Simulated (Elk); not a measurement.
# CmBi: is a spiral lower than the collinear state?, part 2 of 2

Wanted: E(q) for CmBi and its minimum.

Elk 11.2.3 (patched build); LDA (Perdew-Wang) with U = 4.50 eV, J = 0.50 eV on Cm f; all-electron APW+lo, Dirac cores, scalar-relativistic bands.

So far. Step 2 (Reference state): After 24 cycles the largest moment stands at 6.97 μB.

**3. One pass at q = (0.25, 0, 0.25)**

One diagonalisation in the potential of q = 0; by the force theorem the spiral's energy is the band energy with the smearing's entropy term, less that of a like pass at q = 0. The total energy that such a pass prints is not self-consistent and is not used.

Input file elk.in:

```
tasks
  1

xctype
  3

rgkmax
  7.0

nempty
  14

swidth
  0.001

reducebf
  0.7

epsengy
  1e-06

maxscl
  1

lmaxi
  3

mixtype
  3

mixsdb
  8

spinsprl
  .true.

spinpol
  .true.

vqlss
  0.250000 0.000000 0.250000

sppath
  './'

avec
  0.00000000000 5.97909345832 5.97909345832
  5.97909345832 0.00000000000 5.97909345832
  5.97909345832 5.97909345832 0.00000000000

atoms
  2
  'Cm.in'
  1
  0.5000000000 0.5000000000 0.5000000000   -0.000375 0.000000 -0.000650
  'Bi.in'
  1
  0.0000000000 0.0000000000 0.0000000000   0.000000 0.000000 0.000000

ngridk
  8 8 8

dft+u
  1 1
  1 3 0.165372 0.018375
```

On the command line:

```sh
> OMP_NUM_THREADS=2 elk
```

Numbers of over 12 decimals in the logs are rounded to 6 here.

The log of the run:

```text
Warning(gndstate): core states of species 2 leak from the muffin-tin :   0.6981932047E-03
Warning(gndstate): forces or DFT+U at lmaxo under 8 : 6
  [figures from our tests cut]: type lmaxo 8 and lmaxapw 10

--- INFO.OUT ---
┌─────────────────────────┐
│ Elk code version 11.2.3 │
└─────────────────────────┘

All units are atomic (Hartree, Bohr, etc.)

┌──────────────────────────────────────────┐
│ Ground-state run resuming from STATE.OUT │
└──────────────────────────────────────────┘

Lattice vectors :
   0.000000000       5.979093458       5.979093458
   5.979093458       0.000000000       5.979093458
   5.979093458       5.979093458       0.000000000

Species : 1 (Cm)
 muffin-tin radius :    3.000000000
 atomic positions (lattice), magnetic fields (Cartesian) :
  1 :   0.00000000  0.00000000  0.00000000    0.00000000  0.00000000  0.00000000

Species : 2 (Bi)
 muffin-tin radius :    2.800000000
 atomic positions (lattice), magnetic fields (Cartesian) :
  1 :   0.50000000  0.50000000  0.50000000    0.00000000  0.00000000  0.00000000

Total number of atoms per unit cell :    2
Total muffin-tin volume :    205.0496581
 ratio of muffin-tin to unit cell volume :   0.4796484311

Spin treatment :
 spin-polarised
 global magnetic field (Cartesian) :    0.000000000       0.000000000       0.000000000
 non-collinear magnetisation
 spin-spiral state assumed
  q-vector (lattice)   :   0.2500000000       0.000000000      0.2500000000
  q-vector (Cartesian) :    0.000000000      0.2627147974       0.000000000
  q-vector length      :   0.2627147974

Number of Bravais lattice symmetries :    8
Number of crystal symmetries         :    8
Crystal has no inversion symmetry
Complex Hermitian eigensolver will be used

k-point grid :      8     8     8
k-point offset :    0.000000000       0.000000000       0.000000000
k-point set is reduced with full crystal symmetry group
Total number of k-points :      100

Muffin-tin radius times maximum |G+k| :    7.000000000
 using average radius
Maximum |G+k| for APW functions       :    2.413793103
Maximum (1/2)|G+k|²                   :    2.913198573
Maximum |G| for potential and density :    12.00000000
Constant for pseudocharge density :    9
 order of it for each species :   16  16
 order of it for pair densities of each species (exact exchange by exxq0 0: 16) :   10   9
Radial integration step length :    1

G-vector grid sizes :     35    35    35
Number of G-vectors :    12387

Maximum angular momentum used for
 APW functions            :    8
 outer part of muffin-tin :    6

Number of empty states         :     28
Total number of valence states :     90
Total number of core states    :    146

Third-order local-orbitals added for an l without core states : T
Total number of local-orbitals :     42

Exchange-correlation functional :      3     0     0
 Perdew-Wang/Ceperley-Alder, Phys. Rev. B 45, 13244 (1992)
 gradient requirement :    0
 local density approximation (LDA)

DFT+U calculation
 fully localised limit (FLL)
 see Phys. Rev. B 52, R5467 (1995)
 species : 1 (Cm), l = 3, U =   0.16537200, J =   0.01837500

Smearing type :    3
 Fermi-Dirac
Smearing width :   0.1000000000E-02
Effective electronic temperature (K) :    315.7750248

Mixing type :    3
 Broyden mixing, J. Phys. A: Math. Gen. 17, L317 (1984)

Potential read in from STATE.OUT

┌──────────────────────────────┐
│ Self-consistent loop started │
└──────────────────────────────┘

┌─────────────────┐
│ Loop number : 1 │
└─────────────────┘

Reached self-consistent loops maximum

Energies :
 Fermi                       :     0.239962
 sum of occupied eigenvalues :     -33231.220325262
 electron kinetic            :      64688.583960351
 core electron kinetic       :      64343.337193070
 Coulomb                     :     -116719.59205054
 Coulomb potential           :     -96737.087038779
 nuclear-nuclear             :     -3813.5039865435
 electron-nuclear            :     -129143.07969203
 Hartree                     :      16236.991628032
 Madelung                    :     -68351.048531150
 xc potential                :     -1182.2428277394
 xc effective B-field        :    -0.474611
 external B-field            :      0.000000
 exchange                    :     -871.57300648987
 correlation                 :     -19.011193154983
 DFT+U                       :     0.499510
 electron entropic           :    -0.31154389337760E-04
 total energy                :     -52921.092810753
 (external B-field energy excluded from total)

Density of states at Fermi energy :    8.836582077
 (states/Hartree/unit cell)

Estimated indirect band gap :   0.1827031758E-02
 from k-point 50 to k-point 88
Estimated direct band gap   :   0.5652985986E-02
 at k-point 98

Charges :
 core                        :    146.0000000
 valence                     :    33.00000000
 interstitial                :    3.277872778
 muffin-tins (core leakage)
  species : 1 (Cm)
   atom 1                    :    94.12859634     (  0.3083356972E-04)
  species : 2 (Bi)
   atom 1                    :    81.59353088     (  0.6981932047E-03)
 total in muffin-tins        :    175.7221272
 total calculated charge     :    178.9989434
 total charge                :    179.0000000
 error                       :   0.1056562838E-02

Moments :
 interstitial                :   0.6387436140E-01 -0.9103752094E-05  0.9422785511E-01
 muffin-tins
  species : 1 (Cm)
   atom 1                    :    3.497324952     -0.1512320911E-03   6.039874673
  species : 2 (Bi)
   atom 1                    :  -0.2772969950E-01  0.8175263810E-05 -0.8029562003E-01
 total in muffin-tins        :    3.469595252     -0.1430568273E-03   5.959579053
 total moment                :    3.533469614     -0.1521605794E-03   6.053806908

┌──────────────────────────────┐
│ Self-consistent loop stopped │
└──────────────────────────────┘

Warning : core states of species 2 leak from the muffin-tin :   0.6981932047E-03

Warning : forces or DFT+U at lmaxo under 8 : 6
```

Wall time 25 s (2 threads of Intel Xeon 6975P-C (Granite Rapids), shared host); peak memory 0.24 GiB.

This step gave:

```
magnetization  : 3.533, 0, 6.054 μB
final state    : spiral
largest moment : 6.979 μB
```

Moments of a spiral are printed for the first cell, in the frame that turns with it; over the crystal the turning parts cancel.

By that sum this spiral lies -0.4 meV a seeded atom from q = 0.

**4. One pass at q = (0.5, 0, 0.5)**

elk.in, as its differences from that of step 3:

```diff
@@ -40,3 +40,3 @@
 vqlss
-  0.250000 0.000000 0.250000
+  0.500000 0.000000 0.500000
```

On the command line:

```sh
> OMP_NUM_THREADS=2 elk
```

The log of the run:

```text
Warning(gndstate): core states of species 2 leak from the muffin-tin :   0.6981932047E-03
Warning(gndstate): forces or DFT+U at lmaxo under 8 : 6
  [figures from our tests cut]: type lmaxo 8 and lmaxapw 10

--- INFO.OUT ---
┌─────────────────────────┐
│ Elk code version 11.2.3 │
└─────────────────────────┘

All units are atomic (Hartree, Bohr, etc.)

┌──────────────────────────────────────────┐
│ Ground-state run resuming from STATE.OUT │
└──────────────────────────────────────────┘

Lattice vectors :
[...]
muffin-tins
  species : 1 (Cm)
   atom 1                    :    3.493082301     -0.1601156511E-03   6.040188415
  species : 2 (Bi)
   atom 1                    :  -0.1959657214E-01  0.1147099925E-04 -0.8075576849E-01
 total in muffin-tins        :    3.473485729     -0.1486446519E-03   5.959432646
 total moment                :    3.517222129     -0.1664207034E-03   6.053003191

┌──────────────────────────────┐
│ Self-consistent loop stopped │
└──────────────────────────────┘

Warning : core states of species 2 leak from the muffin-tin :   0.6981932047E-03

Warning : forces or DFT+U at lmaxo under 8 : 6

[key lines of the parts left out:]
total energy                :     -52921.092634306
```

Run time: 29 s. Hardware: 2 threads; peak memory 0.23 GiB; 59 s of CPU time.

Numbers from this step:

* magnetization: 3.517, 0, 6.053 μB
* final state: spiral
* largest moment: 6.977 μB

By that sum this spiral lies +1.7 meV a seeded atom from q = 0.

**5. E(q)**

Wavevectors, in fractions of the reciprocal vectors: (0, 0, 0); (0.25, 0, 0.25); (0.5, 0, 0.5); (0.5, 0.25, 0.5); (0.5, 0.5, 0.75); (0.25, 0.25, 0.5); (0, 0, 0). The path runs through Γ, X, near U, near K, Γ.

Energy less that at q = 0, frozen potential against path:

```
path (Å⁻¹)  energy less that at q = 0, frozen potential (meV a seeded atom)
      0.00                                                                0
      0.50                                                           -0.422
      0.99                                                             1.72
      1.42                                                            0.850
      1.92                                                             1.72
      2.35                                                            0.299
      3.05                                                                0
```

**6. Results**

| Item | Value |
| --- | --- |
| lowest point | (0.25, 0, 0.25), -0.422 meV a seeded atom (frozen potential) |
| highest point | (0.5, 0.5, 0.75), 1.72 meV a seeded atom |

In words: A spiral at (0.25, 0, 0.25) lies 0.42 meV under the state at q = 0, which is within the noise of the mesh, so no instability is shown. The energies are those of a cone of 30°, about sin²θ = 0.25 of a flat spiral's. The mesh is the same for all points and was not tested: differences of a few meV, and of some ten in a metal, can be noise. Under a U the f shell has several self-consistent fillings, and only one was reached. Open f shells have many stationary orbital fillings, so the state need not be the lowest, and spin-only moments miss the orbital part.

[Logs and program files are shortened in this print: banners, set-up blocks, solver, clock and traceback lines can be left out without a mark of their own.]

[Logs are printed without paths, hosts, clocks, repeated set-up lines and the standing remarks that a program may print on its own settings, such as how far it seeks lower states.]

[Hosts, paths, dates, database ids (printed as entryN), source tags and the programs' standing remarks are cut or masked in the printed files.]

[Where a cell is said to come from a database of computed structures, the database is the Materials Project.]
